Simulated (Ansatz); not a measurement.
# Rb2H2SeO: complex band structure, part 2 of 3

Aim: relax a made-up compound, Rb2H2SeO, and see how good a tunnel barrier it would be. It is built by putting Se for part of the O in the RbHO structure of space group P2_1, with the volume rescaled by atomic radii. The parent structure comes from the Materials Project.

Ansatz 0.2.0; PBEsol DFT, plane waves, PAW files (the session's first sound run).

So far. Step 2 (Relaxing the new crystal): The largest force component on a free atom ends at 0.0052 eV/Å.

The structure was built from a prototype and need not be the compound's stable phase.

## (3) Band edges

The energy window and the wavevectors of the next steps follow from the band edges, so these are searched first, off the mesh as well.

Contents of input.yaml:

```yaml
crystal:
  lattice:
    - [4.792208602, -8.55442e-05, 0.0464143865]
    - [-8.77877e-05, 4.883357343, -0.0007413903]
    - [-2.2861254048, -0.0009017479, 5.7285652357]
  atoms:
    - { symbol: Rb, position: [0.1800232196, 0.7160981483, 0.3230445525] }
    - { symbol: Rb, position: [0.9161129704, 0.2164915966, 0.7741278664] }
    - { symbol: H, position: [0.4564408007, 0.8766737744, 0.9406569799] }
    - { symbol: H, position: [0.456518541, 0.5550940155, -0.0592722559] }
    - { symbol: O, position: [0.3719048854, 0.7157831192, 0.8305954775] }
    - { symbol: Se, position: [0.6189995829, 0.2159333461, 0.1908473796] }
kpoints:
  mp_grid: { grid: [6, 6, 4] }
  band_path: { path: [VBM, CBM], npoints: 30 }
scf:
  occupations: { method: fixed }
hamiltonian:
  xc: pbesol
output:
  eigenvalues: true
  write_potential: true
  write_density: true
  volumetric_format: npy
```

Command:

```
$ ansatz run input.yaml --threads 2 --pin off --max-ram 4096MiB --backend cpu --events-out ev --progress --plain --runs-dir out
```

Numbers of over 12 decimals in the logs are rounded to 6 here.

The log of the run:

```text
[...]
Crystal: 6 atoms, lattice volume = 134.578 Å³
Basis set: ecut = 420 eV, 2623 PW (Γ)
Bands: 27, of which v1, the nominal top of the filled ones, is band 21 counted from 1 (20 counted from 0)
Symmetry: 1 space group operations
[...]
k-points: 76 of 144 (time reversal used)
[...]
SCF iter   1: F=—  HF=-12454.387362 eV  |F-HF|=—  |Δ(HF+E_count)|=         —  Δρ=3.85e-3  dr2=1.95e-2  ethr=1.77e-3  ⟨swp⟩=5.0  Hψ=8435  notcnv=0  defer=304
[...]
SCF iter   7: F=-12454.383452 eV  HF=-12454.383452 eV  |F-HF|=5.08e-8  |Δ(HF+E_count)|=   4.49e-7  Δρ=3.62e-6  dr2=2.79e-8  ethr=2.38e-10  ⟨swp⟩=10.8  Hψ=11184  notcnv=0
SCF 1 converged in 7 iterations: F = -12454.383452 eV  dr2 = 2.79e-8
[...]
NSCF: frozen V_eff on 112 k-points
[...]
SCF converged after 7 iterations
Free energy (F): -12454.383452 eV
[...]
Internal energy: -12454.383452 eV  (E = F + TS)
E sigma→0 (E₀):  -12454.383452 eV
Fermi energy:    4.022965 eV
[...]
--- Band table (eV; the first three rows and the last of 76) ---
  k-point 0: bands = [... 17 lower, 0.7872, 3.2099, 3.7602, 3.8941, 5.8852, 7.7550, 8.9551, 9.1395, ... 2 higher]
  k-point 1: bands = [... 17 lower, 0.7843, 2.9070, 3.7371, 3.9562, 6.5812, 7.8426, 8.7016, 9.0757, ... 2 higher]
  k-point 2: bands = [... 17 lower, 0.7829, 2.6734, 3.7160, 4.0230, 7.5751, 7.7427, 8.0015, 9.4230, ... 2 higher]
  k-point 75: bands = [... 17 lower, 0.7142, 3.2912, 3.2964, 3.5769, 7.9793, 8.3181, 8.5534, 10.1301, ... 2 higher]
```

Elapsed: 34 s, on 2 threads of Arm Neoverse V2, shared host; peak memory 0.48 GiB; 68 s of CPU time.

The column dr2 measures how far the density is from self-consistency, as an energy; F and HF (Harris–Foulkes) agree once it is small.

This step gave:

```
free energy         : -12454.3835 eV
Fermi energy        : 4.023 eV
gap on the k-mesh   : 1.862 eV
gap on path         : 1.862 eV, by band count; negative where bands overlap
direct gap on path  : 1.991 eV
edge places on path : 0, 0.5463 1/A along the path
```

The electronic bands at the labelled points (eV, zero at the Fermi level (highest filled level under fixed occupations); v1 is the highest filled band, c1 the lowest empty one):

```csv
point,v4,v3,v2,v1,c1,c2,c3,c4
VBM,-3.24,-1.35,-0.31,0.00,3.55,3.72,3.98,5.40
halfway,-3.24,-1.12,-0.29,-0.07,2.56,3.82,4.68,5.05
CBM,-3.24,-0.81,-0.26,-0.13,1.86,3.73,4.93,5.12
```

The searched edges give 1.86 eV, as on the mesh.

## (4) Complex bands

This step: PBEsol DFT, plane waves, PAW files; complex bands by layer matching along the plane's normal (Ansatz 0.2.0).

The same crystal is laid in a cell whose first two vectors span the (001) plane (indices of the standard conventional cell, whose axes can be ordered otherwise than in the bulk input). At fixed energy and wavevector in the plane the solver finds all kz, real and complex. A few wavevectors are listed, (0, 0) and (0.5, 0) in units of the plane's reciprocal vectors; the slowest state needn't be among them.

Contents of input.yaml:

```yaml
crystal:
  lattice:
    - [4.792433368, 0.0, 0.0]
    - [-0.000182131, 4.883357397, 0.0]
    - [-2.23053741, -0.001813551, 5.750437324]
  atoms:
    - { symbol: Rb, position: [0.1800232196, 0.7160981483, 0.3230445525] }
    - { symbol: Rb, position: [0.9161129704, 0.2164915966, 0.7741278664] }
    - { symbol: H, position: [0.4564408007, 0.8766737744, 0.9406569799] }
    - { symbol: H, position: [0.456518541, 0.5550940155, 0.9407277441] }
    - { symbol: O, position: [0.3719048854, 0.7157831192, 0.8305954775] }
    - { symbol: Se, position: [0.6189995829, 0.2159333461, 0.1908473796] }
kpoints:
  mp_grid: { grid: [6, 6, 4] }
scf:
  occupations: { method: fixed }
hamiltonian:
  xc: pbesol
output:
  eigenvalues: true
  transmission:
    leads: [[0, 0]]
    kpoints: [[0.0, 0.0], [0.5, 0.0]]
    e_range: [-1.0, 2.86]
    de: 0.1
```

The log of the run:

```text
[...]
Crystal: 6 atoms, lattice volume = 134.578 Å³
Basis set: ecut = 420 eV, 2623 PW (Γ)
Bands: 27, of which v1, the nominal top of the filled ones, is band 21 counted from 1 (20 counted from 0)
Symmetry: 1 space group operations
[...]
k-points: 76 of 144 (time reversal used)
[...]
SCF iter   1: F=—  HF=-12454.387355 eV  |F-HF|=—  |Δ(HF+E_count)|=         —  Δρ=3.86e-3  dr2=1.96e-2  ethr=1.77e-3  ⟨swp⟩=5.0  Hψ=8437  notcnv=0  defer=304
[...]
SCF iter   7: F=-12454.383452 eV  HF=-12454.383452 eV  |F-HF|=4.95e-8  |Δ(HF+E_count)|=   4.55e-7  Δρ=3.60e-6  dr2=2.75e-8  ethr=2.38e-10  ⟨swp⟩=10.8  Hψ=11179  notcnv=0
SCF 1 converged in 7 iterations: F = -12454.383452 eV  dr2 = 2.75e-8
[...]
transmission: 10 of 20 steps passed
transmission: 20 of 20 steps passed
SCF converged after 7 iterations
Free energy (F): -12454.383452 eV
[...]
Internal energy: -12454.383452 eV  (E = F + TS)
E sigma→0 (E₀):  -12454.383452 eV
Fermi energy:    4.022965 eV
[...]
--- Band table (eV; the first three rows and the last of 76) ---
  k-point 0: bands = [... 17 lower, 0.7872, 3.2099, 3.7602, 3.8941, 5.8852, 7.7550, 8.9551, 9.1395, ... 2 higher]
  k-point 1: bands = [... 17 lower, 0.7843, 2.9070, 3.7371, 3.9562, 6.5812, 7.8426, 8.7016, 9.0756, ... 2 higher]
  k-point 2: bands = [... 17 lower, 0.7829, 2.6734, 3.7160, 4.0230, 7.5751, 7.7427, 8.0015, 9.4230, ... 2 higher]
  k-point 75: bands = [... 17 lower, 0.7142, 3.2912, 3.2964, 3.5769, 7.9793, 8.3181, 8.5534, 10.1301, ... 2 higher]
--- Transmission ---
  basis      : 205 plane waves across, 10 finite elements along
  points     : 2, as listed
  energies   : 39 from -1.000000 to 2.800000 eV about the Fermi level, 0.100000 eV apart; the leads are filled to 0.931127 eV, and channels, transmission and decay are at 0.900000 eV
  crystal 0  : Rb2O1H2Se1, at the sites [0, 0], period 5.7504 Å: whole cells are its period
    offset         : up to 0.0000 Å between an atom of the period and one for which it stands
    channels       : 0.000000e0 a spin
    conductance    : none, the energies end too early or step too widely for 300 K: set another output.transmission.e_range or a lower de, or, where they end at an eighth of basis.ecutwfc, a higher one
    slowest decay  : 0.2454 /Å at (0.0000, 0.0000)
```

Elapsed: 35 s, on 2 threads; peak memory 0.6 GiB; 58 s of CPU time.

Numbers from this step:

```yaml
level_to_which_the_leads_are_filled: 0.9311 eV from the Fermi level
decay_constant_at_the_filling_level_zone_centre: 0.2454 Å⁻¹
decay_constant_at_the_filling_level_slowest_listed_point: 0.2454 Å⁻¹
```

K parallel (0, 0); values up to 1.5 1/Å, a degenerate pair printed once or twice; energies at which all values exceed this have no row. Im kz of the slowest decaying states against energy, zero at the highest filled level on the SCF mesh:

| energy (eV) | decay 1 (Å⁻¹) | decay 2 (Å⁻¹) | decay 3 (Å⁻¹) | decay 4 (Å⁻¹) |
| --- | --- | --- | --- | --- |
| -1.00 | 0.663 | 0.755 | 0.786 | 0.790 |
| -0.80 | 0.0472 | 0.601 | 0.748 | 0.751 |
| -0.70 | 0.131 | 0.567 | 0.729 | 0.738 |
| -0.50 | 0.199 | 0.484 | 0.662 | 0.718 |
| -0.40 | 0.219 | 0.429 | 0.453 | 0.709 |
| -0.20 | 0.245 | 0.328 | 0.692 | 0.716 |
| -0.10 | 0.251 | 0.440 | 0.683 | 0.710 |
| 0.00 | 0.00697 | 0.258 | 0.494 | 0.675 |
| 0.10 | 0.263 | 0.263 | 0.527 | 0.667 |
| 0.20 | 0.266 | 0.341 | 0.549 | 0.660 |
| 0.40 | 0.266 | 0.424 | 0.577 | 0.644 |
| 0.50 | 0.265 | 0.450 | 0.585 | 0.636 |
| 0.70 | 0.258 | 0.485 | 0.596 | 0.621 |
| 0.80 | 0.252 | 0.497 | 0.599 | 0.613 |
| 1.00 | 0.237 | 0.514 | 0.599 | 0.602 |
| 1.10 | 0.227 | 0.519 | 0.592 | 0.602 |
| 1.30 | 0.203 | 0.521 | 0.581 | 0.593 |
| 1.40 | 0.187 | 0.519 | 0.577 | 0.583 |
| 1.60 | 0.146 | 0.508 | 0.561 | 0.573 |
| 1.70 | 0.116 | 0.501 | 0.550 | 0.571 |
| 1.90 | 0.481 | 0.526 | 0.569 | 0.579 |
| 2.00 | 0.471 | 0.514 | 0.567 | 0.574 |
| 2.20 | 0.446 | 0.488 | 0.562 | 0.564 |
| 2.30 | 0.433 | 0.474 | 0.556 | 0.562 |
| 2.50 | 0.404 | 0.444 | 0.543 | 0.557 |
| 2.60 | 0.388 | 0.428 | 0.535 | 0.554 |
| 2.80 | 0.353 | 0.394 | 0.519 | 0.548 |

K parallel (0.5, 0); values up to 1.5 1/Å, a degenerate pair printed once or twice; energies at which all values exceed this have no row. Im kz of the slowest decaying states against energy, zero at the highest filled level on the SCF mesh:

```csv
energy (eV),decay 1 (Å⁻¹),decay 2 (Å⁻¹),decay 3 (Å⁻¹),decay 4 (Å⁻¹)
-1.00,0.190,0.475,0.720,0.738
-0.70,0.259,0.313,0.626,0.648
-0.50,0.239,0.360,0.446,0.541
-0.20,0.516,0.644,0.653,0.774
0.00,0.547,0.678,0.722,1.14
0.10,0.560,0.689,0.723,1.12
0.40,0.592,0.708,0.723,1.09
0.60,0.612,0.714,0.719,1.07
0.90,0.639,0.707,0.717,1.03
1.20,0.665,0.688,0.715,0.989
1.40,0.673,0.680,0.711,0.964
1.70,0.650,0.684,0.703,0.937
2.00,0.627,0.631,0.693,0.702
2.30,0.575,0.602,0.680,0.7
2.50,0.546,0.585,0.670,0.685
2.80,0.502,0.556,0.652,0.653
```

At the listed wavevectors the last open channel is at -0.10 eV and the next at +1.90 eV on the grid. At +0.90 eV, the grid energy nearest the filling level (the middle of the gap on the SCF mesh), the slowest state at the listed wavevectors decays with κ = 0.245 Å⁻¹, its amplitude falling by e over 4.1 Å. Through 1 nm of this crystal that state's transmission falls by exp(−2 × 0.245 Å⁻¹ × 10 Å) = 0.0074.

## (5) Decay over the two-dimensional zone

The listed points could miss the slowest state, so one energy near mid-gap is solved on a mesh of 12×10.

Changes to input.yaml since step 4:

```diff
@@ -20,6 +20,2 @@
   eigenvalues: true
-  transmission:
-    leads: [[0, 0]]
-    kpoints: [[0.0, 0.0], [0.5, 0.0]]
-    e_range: [-1.0, 2.86]
-    de: 0.1
+  transmission: { leads: [[0, 0]], kmesh: [12, 10], e_range: [0.93, 0.94], de: 0.05 }
```

The log of the run:

```text
[...]
Crystal: 6 atoms, lattice volume = 134.578 Å³
Basis set: ecut = 420 eV, 2623 PW (Γ)
Bands: 27, of which v1, the nominal top of the filled ones, is band 21 counted from 1 (20 counted from 0)
Symmetry: 1 space group operations
[...]
k-points: 76 of 144 (time reversal used)
[...]
SCF iter   1: F=—  HF=-12454.387355 eV  |F-HF|=—  |Δ(HF+E_count)|=         —  Δρ=3.86e-3  dr2=1.96e-2  ethr=1.77e-3  ⟨swp⟩=5.0  Hψ=8437  notcnv=0  defer=304
[...]
SCF iter   7: F=-12454.383452 eV  HF=-12454.383452 eV  |F-HF|=4.95e-8  |Δ(HF+E_count)|=   4.55e-7  Δρ=3.60e-6  dr2=2.75e-8  ethr=2.38e-10  ⟨swp⟩=10.8  Hψ=11179  notcnv=0
SCF 1 converged in 7 iterations: F = -12454.383452 eV  dr2 = 2.75e-8
[...]
transmission: 80 of 620 steps passed
transmission: 140 of 620 steps passed
[...]
transmission: 620 of 620 steps passed
SCF converged after 7 iterations
Free energy (F): -12454.383452 eV
[...]
Internal energy: -12454.383452 eV  (E = F + TS)
E sigma→0 (E₀):  -12454.383452 eV
Fermi energy:    4.022965 eV
[...]
--- Band table (eV; the first three rows and the last of 76) ---
  k-point 0: bands = [... 17 lower, 0.7872, 3.2099, 3.7602, 3.8941, 5.8852, 7.7550, 8.9551, 9.1395, ... 2 higher]
  k-point 1: bands = [... 17 lower, 0.7843, 2.9070, 3.7371, 3.9562, 6.5812, 7.8426, 8.7016, 9.0756, ... 2 higher]
  k-point 2: bands = [... 17 lower, 0.7829, 2.6734, 3.7160, 4.0230, 7.5751, 7.7427, 8.0015, 9.4230, ... 2 higher]
  k-point 75: bands = [... 17 lower, 0.7142, 3.2912, 3.2964, 3.5769, 7.9793, 8.3181, 8.5534, 10.1301, ... 2 higher]
--- Transmission ---
  basis      : 205 plane waves across, 10 finite elements along
  points     : 62, standing for a mesh of 12 x 10
  energies   : 1 from 0.930000 to 0.930000 eV about the Fermi level; the leads are filled to 0.931127 eV, and channels, transmission and decay are at 0.930000 eV
[...]
channels       : 0.000000e0 a spin
    conductance    : none, crystal 0 has no channel at the energies, or these end too early or step too widely for 300 K: set another output.transmission.e_range or a lower de, or, where they end at an eighth of basis.ecutwfc, a higher one
    slowest decay  : 0.2431 /Å at (0.0000, 0.0000)
```

Elapsed: 83 s, on 2 threads; peak memory 0.65 GiB; 2.7 min of CPU time.

Numbers from this step:

```
least decay constant on the mesh : 0.2431 Å⁻¹
```

Slowest decay constant (1/Å; 0 where a channel is open) over k1 and k2. At 0.9300 eV from the Fermi level.

Ten even steps from '_' (0.243) to '@' (0.642):
```
++++++====------====++++
**++++==----::----==++++
##**++==--::..::--==++**
%%##++--::..__..::--++##
@@%%++--::______::--++%%
%%##++--::..__..::--++##
##**++==--::..::--==++**
**++++==----::----==++++
++++++====------====++++
++++======------======++
```
Columns: k1 (b1) from -0.5 to 0.417; rows upwards: k2 (b2) from -0.5 to 0.4.

The least value on the mesh is 0.243 Å⁻¹ at +0.93 eV. At that energy the listed points give about 0.243 Å⁻¹ by interpolation, so the mesh holds no clearly slower state.

## (6) Band edges at another level

This step: PBEsol DFT, plane waves, JTH PAW files (Ansatz 0.2.0).

The edges again with JTH files, at the same atoms.

Contents of input.yaml:

```yaml
crystal:
  lattice:
    - [4.792208602, -8.55442e-05, 0.0464143865]
    - [-8.77877e-05, 4.883357343, -0.0007413903]
    - [-2.2861254048, -0.0009017479, 5.7285652357]
  atoms:
    - { symbol: Rb, position: [0.1800232196, 0.7160981483, 0.3230445525] }
    - { symbol: Rb, position: [0.9161129704, 0.2164915966, 0.7741278664] }
    - { symbol: H, position: [0.4564408007, 0.8766737744, 0.9406569799] }
    - { symbol: H, position: [0.456518541, 0.5550940155, -0.0592722559] }
    - { symbol: O, position: [0.3719048854, 0.7157831192, 0.8305954775] }
    - { symbol: Se, position: [0.6189995829, 0.2159333461, 0.1908473796] }
kpoints:
  mp_grid: { grid: [6, 6, 4] }
  band_path: { path: [VBM, CBM], npoints: 30 }
scf:
  occupations: { method: fixed }
hamiltonian:
  xc: pbesol
  pseudopotentials: { kind: paw, source: jth }
output:
  eigenvalues: true
```

The log of the run:

```text
Error: inconsistent input (hamiltonian.pseudopotentials.source, hamiltonian.xc, hamiltonian.pseudopotentials.xc_functional): this build's library has no table of `source: jth` for `kind: paw` and the PBEsol files: it has one for `kind: paw` and the PBE files, or for `kind: paw` and the LDA files. Leave `source` out
```

Wall time 0.02 s (2 threads); peak memory 0.036 GiB.

The program refused the input before any cycle.

The program's message: “Error: inconsistent input (hamiltonian.pseudopotentials.source, hamiltonian.xc, hamiltonian.pseudopotentials.xc_functional): this build's library has no table of `source: jth` for `kind: paw` and the …”

(Part 2 of 3 ends here.)

[Logs are printed without paths, hosts, clocks, repeated set-up lines and the standing remarks that a program may print on its own settings, such as how far it seeks lower states.]

[Hosts, paths, dates, database ids (printed as entryN), source tags and the programs' standing remarks are cut or masked in the printed files.]
